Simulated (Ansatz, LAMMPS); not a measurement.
# Relaxing a frame of liquid (Cs,Li,Na)Cl from 1300 K (98 atoms)

Wanted: the relaxed structure of a frame of liquid (Cs,Li,Na)Cl from 1300 K (98 atoms) and its electronic structure.

Calculated with Ansatz 0.2.0; Kohn-Sham DFT, PBE, PAW (set soft_2), plane waves.

### 1. The starting structure

The cell holds 98 atoms: 15 Cs, 21 Li, 13 Na and 49 Cl. Its edges and angles: a = 15.265 Å, b = 15.265 Å, c = 15.265 Å, α = 90.0°, β = 90.0°, γ = 90.0°. 98 atoms (15 Cs, 21 Li, 13 Na, 49 Cl) placed at random at 1.95 g/cm³, melted at 1800 K for 10 ps at fixed volume with the Lennard-Jones and Coulomb ion parameters for SPC/E (Joung and Cheatham, J. Phys. Chem. B 112, 9020 (2008)), full charges. Snapshot at the end of a hold of 20 ps at 1300 K and fixed volume.

Before any run, some limits are plain. The starting topology of bonds comes from the classical model. The ion parameters were fitted for water, not for melts, so the starting structure of this cell may lie well off the real melt's. Only the Γ point is sampled, in a cell whose shortest periodic width is 15 Å. No spin–orbit coupling is included, so levels derived from the heavy atoms are approximate.

### 2. Single point at the start

The forces at the start show how far the geometry lies from a minimum of this functional.

input.yaml reads:

```yaml
crystal:
  lattice:
    - [15.2653, 0.0, 0.0]
    - [0.0, 15.2653, 0.0]
    - [0.0, 0.0, 15.2653]
  atoms:
    - { symbol: Cs, position: [0.70122, 0.40354, 0.92467] }
    - { symbol: Cs, position: [0.33844, 0.49406, 0.37712] }
    - { symbol: Cs, position: [0.56836, 0.63196, 0.53415] }
    - { symbol: Cs, position: [0.44002, 0.17007, 0.07065] }
    [... 88 atom lines left out ...]
    - { symbol: Cl, position: [0.91451, 0.86094, 0.996] }
    - { symbol: Cl, position: [0.21168, 0.29954, 0.53728] }
    - { symbol: Cl, position: [0.74024, 0.76188, 0.84097] }
    - { symbol: Cl, position: [0.0601, 0.22698, 0.28232] }
    - { symbol: Cl, position: [0.78264, 0.90035, 0.48309] }
    - { symbol: Cl, position: [0.96542, 0.06408, 0.54381] }
kpoints:
  mp_grid: { grid: [1, 1, 1] }
hamiltonian:
  xc: pbe
scf:
  occupations: { method: gaussian, width: 0.05 }
output:
  forces: true
  stress: true
  populations: true
  dos:
    method: { smearing: { sigma: 0.1 } }
    de: 0.1
    projected: { site_lists: { Cl: [Cl], Cs: [Cs], Li: [Li], Na: [Na] } }
  eigenvalues: true
```

Command:

```sh
ansatz run input.yaml --threads 4 --pin off --max-ram 8192MiB --backend cpu --events-out ev --progress --plain --runs-dir out
```

The job ended after 67 s (4 threads of Arm Neoverse V2, shared host; peak memory 4.3 GiB).

Read from the output:

```yaml
free_energy: -161741.2556 eV
free_energy_per_atom: -1650.4210 eV/atom
scf_cycles: 8
pressure: -0.257 GPa
r_m_s_force_component: 0.3804 eV/Å
longest_force: 1.834 eV/Å
fermi_energy: 1.995 eV
spacing_of_highest_filled_and_lowest_empty_level: 2.777 eV
spilling_of_the_projection: 0.004721
```

The r.m.s. force component of 0.38 eV/Å and the pressure of -0.26 GPa set the starting point.

Length of the force by element:

```csv
element,coordination,atoms,mean length of the force (eV/Å),spread,least,most
Cl,all,49,0.572,0.330,0.112,1.83
Cs,all,15,0.832,0.426,0.0779,1.54
Li,all,21,0.490,0.158,0.295,0.789
Na,all,13,0.408,0.157,0.0839,0.649
```

### 3. Relaxation

The atoms are relaxed in the fixed cell, aiming at the force tolerance of the input.

input.yaml, the sections that differ from step 2:

```yaml
output:
  forces: true
relax:
  f_tol: 0.05
  max_steps: 121
# crystal, kpoints, hamiltonian, scf: as in step 2
```

It took 23 min on 4 threads; peak memory 4.2 GiB.

Step by step (22 of 46):

| step | energy less that of the first step (eV) | largest force component (eV/Å) |
| --- | --- | --- |
| 1 | 0.0000 | 1.8141 |
| 3 | -6.0220 | 0.5863 |
| 5 | -8.6781 | 0.2564 |
| 7 | -9.9734 | 0.1666 |
| 10 | -10.8072 | 0.1287 |
| 12 | -11.2778 | 0.0943 |
| 14 | -11.7092 | 0.0857 |
| 16 | -12.0200 | 0.1894 |
| 18 | -12.2773 | 0.0797 |
| 20 | -12.5003 | 0.0688 |
| 22 | -12.6565 | 0.1021 |
| 25 | -13.0554 | 0.1490 |
| 27 | -13.2796 | 0.0831 |
| 29 | -13.4364 | 0.1183 |
| 31 | -13.5824 | 0.0812 |
| 33 | -13.6605 | 0.0988 |
| 35 | -13.7437 | 0.0843 |
| 37 | -13.8690 | 0.0657 |
| 40 | -13.9995 | 0.0377 |
| 42 | -14.0311 | 0.0388 |
| 44 | -14.0559 | 0.0232 |
| 46 | -14.0705 | 0.0273 |

The atoms that moved most (Å):

```
atom      dx      dy      dz  length
Li27  -0.995  -1.650  -2.239   2.954
Na39   0.777  -2.198   1.355   2.696
Na45   0.292  -1.272  -2.153   2.517
 Cs8  -1.766  -0.064   1.593   2.379
Cl50  -1.509  -0.017   1.705   2.276
Cl71  -0.987   1.899  -0.329   2.165
Cl94   1.579   1.388   0.421   2.144
Cl87  -0.281  -0.201   1.995   2.025
```

The relaxation changed the energy by -144 meV/atom, and atoms moved by 1.3 Å r.m.s., 3.0 Å at most.

### 4. Local order after relaxation

Bonds before and after, by the cutoffs listed below:

| pair | bonds before | bonds after | mean before (Å) | mean after (Å) | spread before (Å) | spread after (Å) |
| --- | --- | --- | --- | --- | --- | --- |
| Cl-Li | 68 | 78 | 2.491 | 2.403 | 0.142 | 0.081 |
| Cl-Cs | 64 | 84 | 3.383 | 3.596 | 0.328 | 0.166 |
| Cl-Na | 41 | 53 | 2.825 | 2.765 | 0.160 | 0.093 |

Density 1.95 g/cm³, 36.30 Å³ an atom.

Pair distribution functions g(r), in bins of 0.2 Å:

```
r (Å)  total  Cl-Cl  Cl-Li  Cl-Cs  Cl-Na  Li-Li  Li-Cs
 2.20   0.29   0.00   1.34   0.00   0.00   0.00   0.00
 2.40   3.21   0.00  15.00   0.00   0.00   0.00   0.00
 2.60   1.12   0.00   2.31   0.00   4.71   0.00   0.00
 2.80   1.30   0.00   0.00   0.00   9.46   0.81   0.00
 3.00   0.37   0.00   0.16   0.00   1.27   1.41   0.00
 3.20   0.20   0.00   0.00   0.00   0.21   1.91   0.00
 3.40   0.93   0.10   0.00   4.26   0.19   0.56   0.00
 3.60   1.51   1.27   0.11   5.57   0.00   1.49   0.68
 3.80   1.21   2.85   0.00   2.15   0.00   1.31   0.61
 4.00   1.16   2.34   0.26   0.61   0.27   1.98   1.65
 4.20   1.16   2.22   0.46   0.44   0.50   1.44   2.81
 4.40   0.87   1.16   0.71   0.60   0.34   1.32   1.63
 4.60   0.93   1.01   0.59   0.37   0.53   1.21   1.29
 4.80   0.93   0.93   1.19   0.58   0.58   0.85   1.17
 5.00   0.81   0.53   0.82   0.47   1.07   0.00   1.78
 5.20   1.07   1.05   1.27   0.71   1.22   0.23   0.52
 5.40   0.99   1.02   1.41   0.33   1.13   0.22   1.23
 5.60   0.99   0.75   1.23   0.92   1.34   0.21   1.15
 5.80   0.87   0.66   1.14   0.68   0.99   0.56   1.21
 6.00   0.99   0.72   1.33   1.02   0.99   0.35   0.99
 6.20   1.03   0.49   1.28   1.35   1.62   1.50   0.71
 6.40   0.90   0.80   0.77   0.99   1.19   1.25   0.66
 6.60   1.08   1.06   1.04   1.50   1.02   1.03   0.52
 6.80   1.02   1.28   0.80   1.38   0.81   0.97   0.68
 7.00   0.95   1.08   0.93   1.02   1.09   0.52   0.64
 7.20   1.04   1.00   0.95   1.23   1.03   1.11   1.12
 7.40   0.93   0.93   0.90   1.05   0.81   1.18   0.99
```

Bonds by pair of elements; cutoffs follow the first minimum of g(r), held within bounds set by covalent radii, and pairs that aren't listed don't count as bonded:

```
pair A-B  cutoff (Å)  bonds  mean length (Å)  spread (Å)  shortest (Å)  B about A  A about B
   Cl-Li        2.83     78             2.40       0.081          2.25       1.59       3.71
   Cl-Cs        4.08     84             3.60       0.166          3.33       1.71        5.6
   Cl-Na        3.18     53             2.77       0.093          2.62       1.08       4.08
```

How many atoms have how many bonded neighbours:

```csv
element,mean,3,4,5,6,7,8
Cl,4.39,2,26,21,0,0,0
Cs,5.6,1,1,4,7,1,1
Li,3.71,6,15,0,0,0,0
Na,4.08,2,8,3,0,0,0
```

Bond angles (no mean is given where the spread exceeds 20°):

| angle | count | mean (°) | spread (°) |
| --- | --- | --- | --- |
| Cl-Cs-Cl | 203 | - | - |
| Cs-Cl-Li | 109 | - | - |
| Cl-Li-Cl | 108 | 110 | 12.5 |
| Cl-Na-Cl | 84 | - | - |
| Li-Cl-Na | 81 | - | - |

Bond length by coordination (bonds to H left out):

```csv
element,coordination,atoms,mean bond length (Å)
Cl,3,2,2.72
Cl,4,26,2.89
Cl,5,21,3.04
Cs,3,1,3.39
Cs,4,1,3.48
Cs,5,4,3.54
Cs,6,7,3.63
Cs,7,1,3.64
Cs,8,1,3.66
Li,3,6,2.33
Li,4,15,2.43
Na,3,2,2.68
Na,4,8,2.75
Na,5,3,2.83
```

First main peaks of g(r), for some of the pairs, lie near 3.8 Å (Cl-Cl), 2.4 Å (Cl-Li), 3.5 Å (Cl-Cs), 2.7 Å (Cl-Na), 3.1 Å (Li-Li) and 4.1 Å (Li-Cs). Counting bonds as in the table, 53 % of Cl atoms have 4, 47 % of Cs atoms have 6, 71 % of Li atoms have 4 and 62 % of Na atoms have 4 bonded neighbours.

### 5. Single point at the relaxed geometry

The electronic structure is read at the final geometry, in a run of its own.

input.yaml reads:

```yaml
crystal:
  lattice:
    - [15.2653, 0.0, 0.0]
    - [0.0, 15.2653, 0.0]
    - [0.0, 0.0, 15.2653]
  atoms:
    - { symbol: Cs, position: [0.69149, 0.39756, 0.90857] }
    - { symbol: Cs, position: [0.40771, 0.52113, 0.4062] }
    - { symbol: Cs, position: [0.66511, 0.65468, 0.52195] }
    - { symbol: Cs, position: [0.37875, 0.20086, 0.08086] }
    [... 88 atom lines left out ...]
    - { symbol: Cl, position: [0.93079, 0.82932, 0.00343] }
    - { symbol: Cl, position: [0.31512, 0.39048, 0.56483] }
    - { symbol: Cl, position: [0.69448, 0.75649, 0.8149] }
    - { symbol: Cl, position: [0.05557, 0.12956, 0.28717] }
    - { symbol: Cl, position: [0.79344, 0.84786, 0.47618] }
    - { symbol: Cl, position: [0.92506, 0.04443, 0.48989] }
kpoints:
  mp_grid: { grid: [1, 1, 1] }
hamiltonian:
  xc: pbe
scf:
  occupations: { method: gaussian, width: 0.05 }
output:
  forces: true
  stress: true
  populations: true
  dos:
    method: { smearing: { sigma: 0.08 } }
    de: 0.1
    projected: { site_lists: { Cl: [Cl], Cs: [Cs], Li: [Li], Na: [Na] } }
  eigenvalues: true
  write_density: true
  write_potential: true
  volumetric_format: npy
```

The job ended after 67 s (4 threads; peak memory 4.3 GiB; 4.4 min of CPU time).

The program notes that the exchange-correlation potential is rough where the density is thin.

Read from the output:

```
free energy                                      : -161755.3262 eV
free energy per atom                             : -1650.5646 eV/atom
SCF cycles                                       : 7
pressure                                         : -0.4094 GPa
r.m.s. force component                           : 0.00717 eV/Å
longest force                                    : 0.03577 eV/Å
Fermi energy                                     : 1.648 eV
gap (highest filled to lowest empty level) : 4.189 eV
spilling of the projection                       : 0.004244
```

Löwdin charges by element and coordination (they lack the spilled electrons, 0.028 e an atom on average):

| element | coordination | atoms | mean charge (e) | spread | least | most |
| --- | --- | --- | --- | --- | --- | --- |
| Cl | all | 49 | -0.698 | 0.0206 | -0.755 | -0.660 |
| Cl | 3 | 2 | -0.709 | 0.0069 | -0.716 | -0.703 |
| Cl | 4 | 26 | -0.700 | 0.0204 | -0.755 | -0.660 |
| Cl | 5 | 21 | -0.694 | 0.0208 | -0.755 | -0.661 |
| Cs | all | 15 | 0.84 | 0.0113 | 0.825 | 0.866 |
| Cs | 3 | 1 | 0.866 | 0 | 0.866 | 0.866 |
| Cs | 4 | 1 | 0.845 | 0 | 0.845 | 0.845 |
| Cs | 5 | 4 | 0.840 | 0.0013 | 0.838 | 0.842 |
| Cs | 6 | 7 | 0.838 | 0.0116 | 0.825 | 0.863 |
| Cs | 7 | 1 | 0.840 | 0 | 0.840 | 0.840 |
| Cs | 8 | 1 | 0.825 | 0 | 0.825 | 0.825 |
| Li | all | 21 | 0.705 | 0.0156 | 0.683 | 0.736 |
| Li | 3 | 6 | 0.726 | 0.0102 | 0.705 | 0.736 |
| Li | 4 | 15 | 0.697 | 0.0079 | 0.683 | 0.713 |
| Na | all | 13 | 0.737 | 0.0163 | 0.710 | 0.772 |
| Na | 3 | 2 | 0.762 | 0.0095 | 0.753 | 0.772 |
| Na | 4 | 8 | 0.734 | 0.014 | 0.710 | 0.751 |
| Na | 5 | 3 | 0.730 | 0.007 | 0.721 | 0.739 |

States in the cell by windows of 1 eV, zero at the Fermi level; the larger projections on atomic orbitals stand beside the total:

```csv
from (eV),to (eV),total,Cl p,Cs p,Cl s
-18,-16,0.0,0.0,0.0,0.0
-16,-15,20.0,0.0,0.0,18.4
-15,-14,75.2,0.0,0.2,71.5
-14,-13,2.7,0.0,0.0,2.6
-13,-9,0.0,0.0,0.0,0.0
-9,-8,90.0,1.3,88.1,0.3
-8,-5,0.0,0.0,0.0,0.0
-5,-4,21.6,19.5,0.1,0.1
-4,-3,131.6,125.2,0.5,0.3
-3,-2,140.4,136.9,0.8,0.1
-2,-1,0.5,0.5,0.0,0.0
-1,2,0.0,0.0,0.0,0.0
2,3,6.0,0.2,0.0,0.5
3,4,33.2,1.6,0.1,1.5
4,5,78.7,1.8,0.1,1.1
```

The curve was stored every 0.100 eV, coarse against its broadening of 0.08 eV, so these counts are rough.

Between -26 and -18 eV lie 108 more states.

The stored curve holds about 590 of the 658 electrons; the rest, give or take the few that broadening carries across the Fermi level, lie in deeper levels below its range.

The levels nearest the highest filled one (over half full), pooled over k-points and spins:

```
level less the highest filled one (eV)  occupation
                                -0.194           2
                                -0.171           2
                                -0.106           2
                                -0.091           2
                                 -0.07           2
                                     0           2
                                  4.19           0
                                  4.91           0
                                  4.96           0
                                  5.13           0
                                  5.22           0
                                  5.26           0
```

Mean Löwdin charges: Cl -0.70, Cs +0.84, Li +0.71, Na +0.74 e (they miss 0.42 % of the electrons, so they add up to more than the cell's charge).

### 6. Outcome

* energy change in the relaxation: -143.6 meV/atom
* r.m.s. displacement: 1.332 Å
* largest displacement: 2.954 Å
* free energy per atom: -1650.5646 eV/atom
* pressure: -0.4094 GPa
* r.m.s. force component: 0.00717 eV/Å
* gap (highest filled to lowest empty level): 4.189 eV
* wall time of the 3 DFT runs: 25 min

Relaxation lowers the energy by 144 meV/atom and moves atoms by 1.3 Å r.m.s.; the r.m.s. force component goes from 0.38 to 0.0072 eV/Å, the pressure goes from -0.26 to -0.41 GPa, and the gap from 2.78 to 4.19 eV. By the final cutoffs 19 of 173 bonded pairs parted and 61 joined. First to last step the energy falls by 14.071 eV; the largest move, 2.95 Å, is that of Li27. The Cl-Cs bonds change most in mean length: from 3.383 Å (spread 0.328) to 3.596 Å (spread 0.166), and their number from 64 to 84. Counting bonds as in the table, 53 % of Cl atoms have 4, 47 % of Cs atoms have 6, 71 % of Li atoms have 4 and 62 % of Na atoms have 4 bonded neighbours. The highest filled and lowest empty levels differ by 4.19 eV (at Γ alone); a semilocal functional tends to put such gaps too low. In a disordered cell it changes from sample to sample and from frame to frame.

**Limits.** The network of bonds at the start is that of the classical potential that made the cell; in DFT 19 of its 173 bonded pairs passed out of the cutoffs and 61 came within them.

[Logs are printed without paths, hosts, clocks, repeated set-up lines and the standing remarks that a program may print on its own settings, such as how far it seeks lower states.]

[Hosts, paths, dates, database ids (printed as entryN), source tags and the programs' standing remarks are cut or masked in the printed files.]
